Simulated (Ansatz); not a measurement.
# Lattice dynamics of Y2C monolayer, part 2 of 2

Wanted: phonon frequencies of Y2C monolayer and what follows from them.

Ansatz 0.2.0; DFT PBEsol, scalar-relativistic, plane waves, PAW.

So far. Step 4 (Tight relaxation): The largest force component left is 0.018 meV/Å, within the tolerances set. Step 5 (Zone-centre response): Before it was imposed, the acoustic sum rule was missed by 1.4e-4 eV/Å². Small misses are needed for a sound result but don't prove that mesh and cutoff are converged. The lowest optical mode is real, 135 cm⁻¹.

## 6. The dispersion

Stability and thermal properties need the whole zone. Linear response on a 6×6×1 q mesh gives force constants as far as a supercell of that size would.

The input, input.yaml:

```yaml
crystal:
  lattice:
    - [3.501497109, 0.0, 0.0]
    - [-1.7507485545, 3.0323854477, 0.0]
    - [0.0, 0.0, 28.6]
  atoms:
    - { symbol: C, position: [0.0, 0.0, 0.3496503497] }
    - { symbol: "Y", position: [0.3333333333, 0.6666666667, 0.3966000098] }
    - { symbol: "Y", position: [0.6666666667, 0.3333333333, 0.3027006896] }
  periodic: [true, true, false]
kpoints:
  mp_grid: { grid: [18, 18, 1] }
hamiltonian:
  xc: pbesol
scf:
  occupations: { method: methfessel_paxton, width: 0.15 }
output:
  eigenvalues: true
phonons:
  method: dfpt
  qmesh: [6, 6, 1]
  temperatures: { t_max: 1000, t_step: 50 }
  qpath:
    path:
      - [0.0, 0.0, 0.0]
      - [0.5, 0.0, 0.0]
      - [0.33333333, 0.33333333, 0.0]
      - [0.0, 0.0, 0.0]
    npoints: 10
```

Launch:

```bash
$ ansatz run input.yaml --threads 8 --pin off --max-ram 14336MiB --backend cpu --events-out ev --progress --plain --runs-dir out
```

The job ended after 14 min (8 threads of Arm Neoverse V1, shared host; peak memory 3.7 GiB; 1.8 h of CPU time).

This step gave:

| Property | Result |
| --- | --- |
| sum-rule residual before enforcement | 1.28e-4 eV/Å² |
| lowest frequency on the path | 0 cm⁻¹ |
| highest frequency on the path or at a solved wavevector | 502.9 cm⁻¹ |
| mean frequency | 232.7 cm⁻¹ |
| lowest mode on the q mesh (acoustic modes at Γ apart) | 30.11 cm⁻¹ |
| zero-point energy per atom | 43.26 meV |
| heat capacity at 300 K | 21.95 J/(mol atoms K) |
| vibrational entropy at 300 K | 28.70 J/(mol atoms K) |
| edges of the widest gap between branches, on path and mesh | 211.5, 261.9 cm⁻¹ |

Frequencies (cm⁻¹) solved at each irreducible wavevector; negative means imaginary. Frequencies by wavevector, by row:

```tsv
q in reciprocal lattice units	star	mode 1	mode 2	mode 3	mode 4	mode 5	mode 6	mode 7	mode 8	mode 9
0 0 0	1	0	0	0	135	135	211.5	261.9	414.9	414.9
0 0.1667 0	6	30.1	60.9	91.7	139.1	147.9	204.6	337.2	406.2	422.7
0 0.3333 0	6	90	107.5	127.6	140.2	168.6	203.3	384.8	403.3	471.5
0 -0.5 0	3	121.9	132.7	136.5	143.5	188.6	202.4	385.1	403.7	502.9
0.1667 0.1667 0	6	71.1	103	125.6	145.3	161.4	202	377.9	413.3	452.6
0.1667 0.3333 0	12	119.8	133	139.3	153.4	176.2	199.1	390.1	423.4	485.9
0.3333 0.3333 0	2	140.3	145	145	172.2	172.2	190.3	381.6	459.1	459.1
```

Interpolated from a 6×6×1 q mesh. The phonon branches at the labelled points (cm⁻¹):

```tsv
point	branch 1	branch 2	branch 3	branch 4	branch 5	branch 6	branch 7	branch 8	branch 9
Γ	0	0	0	135	135	212	262	415	415
halfway	58	87	115	141	158	202	370	404	444
M	122	133	136	144	189	202	385	404	503
halfway	130	136	142	152	182	198	389	424	490
K	140	145	145	172	172	190	382	459	459
halfway	71	103	126	145	161	202	378	413	453
Γ	0	0	0	135	135	212	262	415	415
```

The phonon density of states has structure finer than the step of the table below, so its rows give means over 20 cm⁻¹, whole bins alone (the curve runs from 2.5 to 502 cm⁻¹). Peaks (cm⁻¹: height): 142.5: 0.140, 202.5: 0.128, 387.5: 0.100, 407.5: 0.0651, 477.5: 0.0262.

Tetrahedra on a 24×24×1 mesh, mean over bins of 5 cm-1. Interpolated from a 6×6×1 q mesh. Table of phonon density of states by wavenumber; means over each step:

```tsv
wavenumber (cm⁻¹)	phonon density of states (1/cm⁻¹/cell)
20	0.00519
40	0.00739
60	0.00988
80	0.0136
100	0.0206
120	0.0431
140	0.0897
160	0.0350
180	0.0244
200	0.0483
220	0.00154
240	0
260	2.6e-4
280	9.6e-4
300	0.00126
320	0.00176
340	0.00266
360	0.00477
380	0.0302
400	0.0300
420	0.0288
440	0.0124
460	0.00915
480	0.0192
```

The partial phonon density of states has structure finer than the step of the table below, so its rows give means over 20 cm⁻¹, whole bins alone (the curve runs from -10 to 527 cm⁻¹). Peaks (cm⁻¹: height): C 388.6: 0.0556, 408.8: 0.0486, 479.8: 0.0217; Y 138.6: 0.115, 202.8: 0.0786.

Phonopy on the run's constants, 19x19x1 mesh, Gaussian sigma 3.8 cm-1. Interpolated from a 6×6×1 q mesh. The partial phonon density of states by wavenumber; means over each step; values in 1/cm⁻¹/cell:

```tsv
wavenumber (cm⁻¹)	C	Y
0	9.8e-5	0.00142
20	3.3e-4	0.00466
40	4.7e-4	0.00680
60	6.2e-4	0.00974
80	7.2e-4	0.0129
100	8.4e-4	0.0193
120	0.00109	0.0427
140	6.2e-4	0.0876
160	3.1e-4	0.0357
180	1.9e-4	0.0246
200	2.8e-5	0.0469
220	7.3e-7	0.00276
240	0	0
260	2.4e-4	1.9e-5
280	7.8e-4	5.5e-5
300	0.00139	1.1e-4
320	0.00172	1.3e-4
340	0.00241	1.8e-4
360	0.00436	3.3e-4
380	0.0272	0.00143
400	0.0299	0.00128
420	0.0279	0.00102
440	0.0122	2.6e-4
460	0.00923	1.4e-4
480	0.0186	2.5e-4
500	0.00871	1.0e-4
```

Harmonic thermodynamic functions per atom, from the density of states. Interpolated from a 6×6×1 q mesh. Thermodynamic functions, by row:

```tsv
T (K)	F_vib (meV/atom)	S (J/mol-atom/K)	C_V (J/mol-atom/K)
0	43.26	0	0
100	39.68	9.135	12.64
200	24.16	20.3	19.3
300	-1.43	28.7	21.95
400	-34.68	35.2	23.14
500	-73.97	40.44	23.74
600	-118.2	44.8	24.09
700	-166.6	48.53	24.31
800	-218.6	51.79	24.45
900	-273.8	54.67	24.55
1000	-331.9	57.26	24.62
```

Symmetry leaves 7 wavevectors to solve. The lowest mode among them, the acoustic zeros apart, lies at q = (0, 0.167, 0) and is real, 30.1 cm⁻¹.

## 7. Another isotope

An isotope changes the mass and not the force constants, so no new electronic calculation is needed; the shifts show which modes move this element.

The same force constants with the mass of C changed from 12.011 to 13.003 u (phonopy, no LO-TO term). Both lists are sorted by frequency; levels can cross, so a row need not hold one and the same mode. Modes under 3 cm⁻¹ are left out. Isotope shifts, by row:

```tsv
q	rank	natural mass (cm⁻¹)	changed mass (cm⁻¹)
0 0 0	4	135	135
0 0 0	5	135	135
0 0 0	6	211.5	211.5
0 0 0	7	261.9	252.4
0 0 0	8	414.9	399.8
0 0 0	9	414.9	399.8
0 0.1667 0	1	30.11	30.03
0 0.1667 0	2	60.89	60.75
0 0.1667 0	3	91.67	91.53
0 0.1667 0	4	139.1	139.1
0 0.1667 0	5	147.9	147.9
0 0.1667 0	6	204.6	204.6
0 0.1667 0	7	337.2	325.1
0 0.1667 0	8	406.2	391.3
0 0.1667 0	9	422.7	406.9
0 0.3333 0	1	89.97	89.75
0 0.3333 0	2	107.5	107.4
0 0.3333 0	3	127.6	127.5
0 0.3333 0	4	140.2	140.2
0 0.3333 0	5	168.6	168.5
0 0.3333 0	6	203.3	203.3
0 0.3333 0	7	384.8	370.7
0 0.3333 0	8	403.3	388.2
0 0.3333 0	9	471.5	453.4
0 -0.5 0	1	121.9	121.7
0 -0.5 0	2	132.7	132.7
0 -0.5 0	3	136.5	136.4
0 -0.5 0	4	143.5	143.5
0 -0.5 0	5	188.6	188.5
0 -0.5 0	6	202.4	202.4
0 -0.5 0	7	385.1	370.5
0 -0.5 0	8	403.7	388.4
0 -0.5 0	9	502.9	483.5
```

A mode of this element alone would shift by -3.89 %. The highest zone-centre frequency without the field goes from 414.9 to 399.8 cm⁻¹ (-3.6 %). The product of the frequency ratios over all optical modes at Γ is 0.895; the product rule, (m/m′)^(3k/2) (M′/M)^(3/2) with k = 1 such atoms and M the mass of the cell, gives 0.895.

## 8. What came out

- space group after relaxation (within 0.01 Å): P-3m1
- area per atom: 3.54 Å²
- electronic character: no gap on this mesh
- highest optical mode at the zone centre (no LO-TO term): 415 cm⁻¹
- lowest optical zone-centre mode: 135 cm⁻¹
- lowest mode on the q mesh (acoustic modes at Γ apart): 30.1 cm⁻¹
- highest frequency on the path or at a solved wavevector: 503 cm⁻¹
- zero-point energy per atom: 43.3 meV
- heat capacity at 300 K: 22.0 J/(mol atoms K)
- vibrational entropy at 300 K: 28.7 J/(mol atoms K)
- imaginary modes on the 6×6×1 q mesh: none

In words: The structure is a minimum as far as tested: no mode is imaginary at the 7 irreducible wavevectors of the 6×6×1 mesh, and the softest away from the acoustic zeros lies at 30 cm⁻¹. The optical modes at Γ span 135 to 415 cm⁻¹. The highest mode in this list at Γ, 414.9 cm⁻¹, is mostly motion of C (94 % of the kinetic energy). On the path and the mesh, the widest gap between branches runs from 212 to 262 cm⁻¹. With no gap, or one that is small against the smearing, the frequencies hang on the k mesh and the smearing, most of all near Kohn anomalies. In a sheet or slab the interpolated bending branch near Γ is rough, since the rotational sum rule isn't imposed. A phonon run warned that its eigensolver left some bands unconverged in a pass. The starting cell was built on a prototype and not taken from a measurement. These are harmonic frequencies at zero temperature: anharmonic shifts, linewidths and thermal expansion are left out.

[Logs are printed without paths, hosts, clocks, repeated set-up lines and the standing remarks that a program may print on its own settings, such as how far it seeks lower states.]

[Hosts, paths, dates, database ids (printed as entryN), source tags and the programs' standing remarks are cut or masked in the printed files.]
